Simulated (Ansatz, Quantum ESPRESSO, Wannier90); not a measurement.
# Ballistic channels from Wannier functions: straight Mg chain, spacing 3.24 Å, part 3 of 5

Wanted: localised orbitals and the quantum conductance of this wire: straight Mg chain, spacing 3.24 Å.

Quantum ESPRESSO 7.5 and Wannier90 3.1.0; plane-wave DFT, PBE, GBRV ultrasoft pseudopotentials; cross-check by Ansatz 0.2.0 with PAW datasets.

So far. Step 2 (SCF with pw.x): The run needed 10 iterations to bring the estimated error under 1e-07 Ry.

## Step 6: Localisation, bands and conductance

Level of this step: maximally localised Wannier functions and ballistic conductance; plane-wave DFT, PBE, GBRV ultrasoft pseudopotentials (Wannier90).

After disentangling and localising, transport_mode = bulk builds principal layers from hoppings within dist_cutoff and counts open channels.

wan.win

```
num_wann = 4
num_bands = 15
num_iter = 200
num_print_cycles = 20
conv_tol = 1e-8
conv_window = 5
guiding_centres = true
dis_num_iter = 1500
dis_conv_tol = 1e-8
dis_win_min = -12.4459
dis_win_max = 7.5541
dis_froz_max = 0.0541
search_shells = 120
fermi_energy = -1.4459

transport = true
transport_mode = bulk
one_dim_axis = z
dist_cutoff = 19.34
dist_cutoff_mode = one_dim
tran_win_min = -4.0
tran_win_max = 2.0
tran_energy_step = 0.02

bands_plot = true
bands_num_points = 96
begin kpoint_path
G 0.0 0.0 0.0 Z 0.0 0.0 0.5
end kpoint_path

begin projections
Mg:s;p
end projections

begin unit_cell_cart
ang
  8.0000000000 0.0000000000 0.0000000000
  0.0000000000 8.0000000000 0.0000000000
  0.0000000000 0.0000000000 3.2400000000
end unit_cell_cart

begin atoms_frac
  Mg 0.0000000000 0.0000000000 0.0000000000
end atoms_frac

mp_grid = 1 1 12
begin kpoints
  0.0 0.0 0.0000000000
  0.0 0.0 0.0833333333
  0.0 0.0 0.1666666667
  0.0 0.0 0.2500000000
  0.0 0.0 0.3333333333
  0.0 0.0 0.4166666667
  0.0 0.0 0.5000000000
  0.0 0.0 0.5833333333
  0.0 0.0 0.6666666667
  0.0 0.0 0.7500000000
  0.0 0.0 0.8333333333
  0.0 0.0 0.9166666667
end kpoints
```

Command:

```sh
OMP_NUM_THREADS=1 wannier90.x wan > wan.run.log
```

What it wrote:

```text
[banner, memory and clock lines left out]
+---------------------------------------------------+
             |                                                   |
             |                   WANNIER90                       |
             |                                                   |
             +---------------------------------------------------+
             |                                                   |
             |        Welcome to the Maximally-Localized         |
             |        Generalized Wannier Functions code         |
             |                             |
             |                                                   |
             |                                                   |
             |  Wannier90 Developer Group:                       |
             |    Giovanni Pizzi    (EPFL)                       |
             |    Valerio Vitale    (Cambridge)                  |
             |    David Vanderbilt  (Rutgers University)         |
             |    Nicola Marzari    (EPFL)                       |
             |    Ivo Souza         (Universidad del Pais Vasco) |
             |    Arash A. Mostofi  (Imperial College London)    |
             |    Jonathan R. Yates (University of Oxford)       |
             |                                                   |
             |  For the full list of Wannier90 3.x authors,      |
             |  please check the code documentation and the      |
             |  README on the GitHub page of the code            |
             |                                                   |
             |                                                   |
             |                                                   |
             |  [ref] "Wannier90 as a community code:            |
             |        new features and applications",            |
             |        165902 (2020).                             |
             |            |
             |                                                   |
             |  in any publications arising from the use of      |
             |                                                   |
             |  [ref] "Maximally Localized Generalised Wannier   |
             |         Functions for Composite Energy Bands"     |
             |         N. Marzari and D. Vanderbilt              |
             |         Phys. Rev. B 56 12847 (1997)              |
             |                                                   |
             |  [ref] "Maximally Localized Wannier Functions     |
             |         for Entangled Energy Bands"               |
             |         I. Souza, N. Marzari and D. Vanderbilt    |
             |         Phys. Rev. B 65 035109 (2001)             |
             |                                                   |
             |                                                   |
             | Copyright (c) 1996-2020                           |
             |        The Wannier90 Developer Group and          |
             |        individual contributors                    |
             |                                                   |
             |      Release: 3.1.0        5th March    2020      |
             |                                                   |
             | This program is free software; you can            |
             | redistribute it and/or modify it under the terms  |
             | of the GNU General Public License as published by |
             | the Free Software Foundation; either version 2 of |
             | the License, or (at your option) any later version|
             |                                                   |
             | This program is distributed in the hope that it   |
             | will be useful, but WITHOUT ANY WARRANTY; without |
             | even the implied warranty of MERCHANTABILITY or   |
             | FITNESS FOR A PARTICULAR PURPOSE. See the GNU     |
             | General Public License for more details.          |
             |                                                   |
             | You should have received a copy of the GNU General|
             | Public License along with this program; if not,   |
             | write to the Free Software Foundation, Inc.,      |
             | 675 Mass Ave, Cambridge, MA 02139, USA.           |
             |                                                   |
             +---------------------------------------------------+
[date or host left out]
             +---------------------------------------------------+

 ******************************************************************************
 * -> Using CODATA 2006 constant values                                       *
 *    (                      *
 * -> Using Bohr value from CODATA                                            *
 ******************************************************************************

 Running in serial (with parallel executable)

                                    ------
                                    SYSTEM
                                    ------

                              Lattice Vectors (Ang)
                    a_1     8.000000   0.000000   0.000000
                    a_2     0.000000   8.000000   0.000000
                    a_3     0.000000   0.000000   3.240000

                   Unit Cell Volume:     207.36000  (Ang^3)

                        Reciprocal-Space Vectors (Ang^-1)
                    b_1     0.785398   0.000000   0.000000
                    b_2     0.000000   0.785398   0.000000
                    b_3     0.000000   0.000000   1.939255

 *----------------------------------------------------------------------------*
 |   Site       Fractional Coordinate          Cartesian Coordinate (Ang)     |
 +----------------------------------------------------------------------------+
 | Mg   1   0.00000   0.00000   0.00000   |    0.00000   0.00000   0.00000    |
 *----------------------------------------------------------------------------*
                                ------------
                                K-POINT GRID
                                ------------

             Grid size =  1 x  1 x 12      Total points =   12

 *---------------------------------- MAIN ------------------------------------*
 |  Number of Wannier Functions               :                 4             |
 |  Number of Objective Wannier Functions     :                 4             |
 |  Number of input Bloch states              :                15             |
 |  Output verbosity (1=low, 5=high)          :                 1             |
[...]
O_D=      0.0513612 O_OD=      2.9490895 O_TOT=     13.3439566 <-- SPRD
 Delta: O_D= -0.7921542E-03 O_OD= -0.4804688E-02 O_TOT= -0.5596842E-02 <-- DLTA
 Cycle:     40
  WF centre and spread    1  (  0.005337,  0.347856,  0.000659 )     3.41000106
  WF centre and spread    2  (  0.000212, -0.002675, -1.620465 )     2.99674847
  WF centre and spread    3  ( -0.010242,  0.000010,  0.002060 )     3.50958678
  WF centre and spread    4  ( -0.000296, -0.317770, -0.002074 )     3.39360295
  Sum of centres and spreads ( -0.004988,  0.027421, -1.619820 )    13.30993925

     40    -0.261E-02     0.4788844111       13.3099392536       0.14  <-- CONV
        O_D=      0.0318375 O_OD=      2.9345959 O_TOT=     13.3099393 <-- SPRD
 Delta: O_D=  0.8558104E-03 O_OD= -0.3462768E-02 O_TOT= -0.2606958E-02 <-- DLTA
 Cycle:     60
[...]
Sum of centres and spreads ( -0.035334, -0.042181, -1.620125 )    12.33701264

     60    -0.143E+00     1.5403830672       12.3370126432       0.15  <-- CONV
        O_D=      0.1436019 O_OD=      1.8499049 O_TOT=     12.3370126 <-- SPRD
 Delta: O_D= -0.6259368E-02 O_OD= -0.1366450E+00 O_TOT= -0.1429043E+00 <-- DLTA
 Cycle:     80
[...]
Sum of centres and spreads ( -0.051843,  0.001025, -1.620163 )    12.06929574

     80    -0.651E-04     0.0242333240       12.0692957453       0.15  <-- CONV
        O_D=      0.1231423 O_OD=      1.6026476 O_TOT=     12.0692957 <-- SPRD
 Delta: O_D=  0.2674936E-04 O_OD= -0.9181894E-04 O_TOT= -0.6506958E-04 <-- DLTA
 Cycle:    100
[...]
Sum of centres and spreads ( -0.115188,  0.001507, -1.620166 )    12.06741590

    100    -0.172E-03     0.0372530217       12.0674159029       0.16  <-- CONV
        O_D=      0.1228885 O_OD=      1.6010216 O_TOT=     12.0674159 <-- SPRD
 Delta: O_D= -0.4225799E-04 O_OD= -0.1293058E-03 O_TOT= -0.1715638E-03 <-- DLTA

 Writing checkpoint file wan.chk... done

 Cycle:    120
[...]
Sum of centres and spreads ( -0.234090, -0.003574, -1.620162 )    12.05763966

    120    -0.575E-03     0.1050336395       12.0576396602       0.16  <-- CONV
        O_D=      0.1207808 O_OD=      1.5933530 O_TOT=     12.0576397 <-- SPRD
 Delta: O_D= -0.5389071E-04 O_OD= -0.5210095E-03 O_TOT= -0.5749002E-03 <-- DLTA
 Cycle:    140
[...]
Sum of centres and spreads ( -0.319826,  0.000868, -1.620160 )    12.02491133

    140    -0.115E-02     0.1179724125       12.0249113361       0.17  <-- CONV
        O_D=      0.1115618 O_OD=      1.5698437 O_TOT=     12.0249113 <-- SPRD
 Delta: O_D= -0.2902410E-03 O_OD= -0.8578533E-03 O_TOT= -0.1148094E-02 <-- DLTA
 Cycle:    160
[...]
Sum of centres and spreads ( -0.291088,  0.001581, -1.620173 )    12.00402141

    160    -0.635E-03     0.0775319794       12.0040214099       0.17  <-- CONV
        O_D=      0.1000631 O_OD=      1.5604524 O_TOT=     12.0040214 <-- SPRD
 Delta: O_D= -0.8352235E-03 O_OD=  0.2001383E-03 O_TOT= -0.6350852E-03 <-- DLTA
 Cycle:    180
[...]
Sum of centres and spreads ( -0.265450, -0.001999, -1.620159 )    11.99871615

    180    -0.414E-04     0.0288667763       11.9987161504       0.18  <-- CONV
        O_D=      0.0938910 O_OD=      1.5613192 O_TOT=     11.9987162 <-- SPRD
 Delta: O_D= -0.3585911E-04 O_OD= -0.5518365E-05 O_TOT= -0.4137747E-04 <-- DLTA
 Cycle:    200
  WF centre and spread    1  (  0.381420,  1.265451,  0.004324 )     2.87892779
  WF centre and spread    2  (  0.025802,  0.000244, -1.620087 )     3.00676609
  WF centre and spread    3  ( -1.032404,  0.000227,  0.001716 )     3.21792681
  WF centre and spread    4  (  0.370906, -1.267182, -0.006112 )     2.89441567
  Sum of centres and spreads ( -0.254276, -0.001260, -1.620159 )    11.99803635

    200    -0.696E-05     0.0094949548       11.9980363550       0.18  <-- CONV
        O_D=      0.0914418 O_OD=      1.5630887 O_TOT=     11.9980364 <-- SPRD
 Delta: O_D= -0.3397627E-04 O_OD=  0.2701730E-04 O_TOT= -0.6958973E-05 <-- DLTA

 Writing checkpoint file wan.chk... done

 Final State
  WF centre and spread    1  (  0.381420,  1.265451,  0.004324 )     2.87892779
  WF centre and spread    2  (  0.025802,  0.000244, -1.620087 )     3.00676609
  WF centre and spread    3  ( -1.032404,  0.000227,  0.001716 )     3.21792681
  WF centre and spread    4  (  0.370906, -1.267182, -0.006112 )     2.89441567
  Sum of centres and spreads ( -0.254276, -0.001260, -1.620159 )    11.99803635

         Spreads (Ang^2)       Omega I      =    10.343505885
        ================       Omega D      =     0.091441769
                               Omega OD     =     1.563088701
    Final Spread (Ang^2)       Omega Total  =    11.998036355
 Time for wannierise            0.052 (sec)

 Writing checkpoint file wan.chk... done

 *---------------------------------------------------------------------------*
 |                               PLOTTING                                    |
 *---------------------------------------------------------------------------*

 Translated centres
    translation centre in fractional coordinate:  0.000000  0.000000  0.000000
  WF centre     1  (  0.381420,  1.265451,  0.004324 )
  WF centre     2  (  0.025802,  0.000244,  1.619913 )
  WF centre     3  ( -1.032404,  0.000227,  0.001716 )
  WF centre     4  (  0.370906, -1.267182, -0.006112 )

 Calculating interpolated band-structure

 Time to calculate interpolated band structure       0.003 (sec)

 Time for plotting              0.006 (sec)

 *---------------------------------------------------------------------------*
 |                              TRANSPORT                                    |
 *---------------------------------------------------------------------------*

 Calculation of Quantum Conductance and DoS: bulk mode

 Maximum imaginary part of the real-space Hamiltonian:     0.025497

     Maximum real part of the real-space Hamiltonian at each lattice point
            Lattice point R           Max |H_ij(R)|
                  -7                     0.000000
                  -6                     0.000106
                  -5                     0.003563
                  -4                     0.007156
                  -3                     0.057946
                  -2                     0.203868
                  -1                     1.220921
                   0                     1.223195
                   1                     1.220921
                   2                     0.203868
                   3                     0.057946
                   4                     0.007156
                   5                     0.003563
                   6                     0.000106
                   7                     0.000000

 Number of unit cells inside the principal layer:     6
 Number of Wannier Functions inside the principal layer:    24

 Calculating quantum conductance and density of states... done

 Time for transport             0.312 (sec)
 Total Execution Time           0.535 (sec)

 *===========================================================================*
 |                             TIMING INFORMATION                            |
 *===========================================================================*
 |    Tag                                                Ncalls      Time (s)|
 |---------------------------------------------------------------------------|
 |kmesh: get                                        :         1         0.014|
 |overlap: allocate                                 :         1         0.000|
 |overlap: read                                     :         1         0.013|
 |dis: main                                         :         1         0.134|
 |wann: main                                        :         1         0.052|
 |plot: main                                        :         1         0.006|
 |tran: main                                        :         1         0.312|
 *---------------------------------------------------------------------------*

 All done: wannier90 exiting
[key lines of the parts left out:]
|  Fermi energy (eV)                         :            -1.446             |
```

Run time: 0.97 s. Hardware: 1 MPI rank of Arm Neoverse V1, shared host; peak memory 0.09 GiB.

This step gave:

* lead channels at the Fermi level, one spin: 2.45e-5
* total spread: 12.00 Å²
* gauge-invariant spread: 10.34 Å²
* largest misfit to plane-wave levels between mesh points, inside the frozen window: 0.01075 eV

Per spin. Quantum conductance of the perfect wire, open channels against energy, zero at the Fermi level:

energy (eV), quantum conductance of the perfect wire, open channels and a bar:
```
   -3.600       0.00 
   -3.400       1.00 ##########
   -3.200       1.00 ##########
   -3.000       1.00 ##########
   -2.800       1.00 ##########
   -2.600       1.00 ##########
   -2.400       1.00 ##########
   -2.200       1.00 ##########
   -2.000       1.00 ##########
   -1.800       1.00 ##########
   -1.600       1.00 ##########
   -1.400       1.00 ##########
   -1.200       1.00 ##########
   -1.020       1.00 ##########
   -0.800       1.00 ##########
   -0.600       1.00 ##########
   -0.400       1.00 ##########
   -0.200       1.00 ##########
    0.000       0.00 
    0.200       1.00 ##########
    0.400       1.00 ##########
    0.600       3.00 ##############################
    0.800       3.00 ##############################
    1.000       3.00 ##############################
    1.200       3.00 ##############################
    1.400       3.00 ##############################
    1.600       3.00 ##############################
    1.800       3.00 ##############################
    2.000       3.00 ##############################
```

Wannier functions:

```tsv
no.	x (Å)	y (Å)	z (Å)	spread (Å²)
1	0.3814	1.265	0.004324	2.879
2	0.0258	2.44e-4	-1.62	3.007
3	-1.032	2.27e-4	0.001716	3.218
4	0.3709	-1.267	-0.006112	2.894
```

Electronic bands along the path, in eV, zero at the Fermi level; v1 is the highest filled band, c1 the lowest empty one:

```tsv
point	v1	c1	c2	c3
Γ	-3.49	0.45	0.45	2.94
halfway	-2.60	1.30	1.30	3.74
Z	-0.06	0.11	3.49	3.50
```

The electronic bands as a text plot (rows in eV, shown from -3.5 to 2.4 only):

```
    2.3 |                                     +++++
    2.1 |                                   ++++  +
    1.8 |                                +++++     +
    1.6 |                              ++++         ++
    1.3 |                          +++++              ++
    1.1 |                     ++++++                    ++
    0.8 |               +++++++                           +
    0.6 |   ++++++++++++                                   +++
    0.3 |++++                                                 ++
    0.1 |                                                       +
   -0.2 |                                                     ***
   -0.4 |                                                    *
   -0.6 |                                                 ***
   -0.9 |                                               **
   -1.1 |                                             **
   -1.4 |                                          ***
   -1.6 |                                       ***
   -1.9 |                                    ***
   -2.1 |                                 ***
   -2.4 |                             ****
   -2.6 |                         ****
   -2.9 |                     ****
   -3.1 |               ******
   -3.4 |***************
         Γ                                                      Z
```

Bands and channels are those of the Wannier model: bands that were not projected, and all outside the frozen window, are missing or only approximate.

## Step 7: Neighbour list from wannier90 -pp, with dist_cutoff = 7.13

A sensitivity test on the input.

wan_w.win, as its differences from the input of step 6:

```diff
@@ -18,3 +18,3 @@
 one_dim_axis = z
-dist_cutoff = 19.34
+dist_cutoff = 7.13
 dist_cutoff_mode = one_dim
```

Command:

```sh
OMP_NUM_THREADS=1 wannier90.x -pp wan_w > wan_w.pp.log
```

Elapsed: 0.46 s, on 1 MPI rank; peak memory 0.09 GiB.

## Step 8: Overlaps and projections

The same post-processing, on the changed run.

wan_w.p2w.in

```
&inputpp
  prefix = 'nscf'
  outdir = './out'
  seedname = 'wan_w'
  write_mmn = .true.
  write_amn = .true.
  write_unk = .false.
/
```

Command:

```sh
OMP_NUM_THREADS=1 mpirun -n 2 pw2wannier90.x -in wan_w.p2w.in > wan_w.p2w.out
```

The job ended after 2.9 s (2 MPI ranks; peak memory 0.12 GiB; 5.5 s of CPU time).

[end of part 3 of 5]

[Logs are printed without paths, hosts, clocks, repeated set-up lines and the standing remarks that a program may print on its own settings, such as how far it seeks lower states.]

[Hosts, paths, dates, database ids (printed as entryN), source tags and the programs' standing remarks are cut or masked in the printed files.]

[Maps of the electrostatic potential energy from Ansatz leave out the sawtooth potential of an applied field or a dipole correction, so their vacuum need not be flat; planar profiles and work functions include it.]
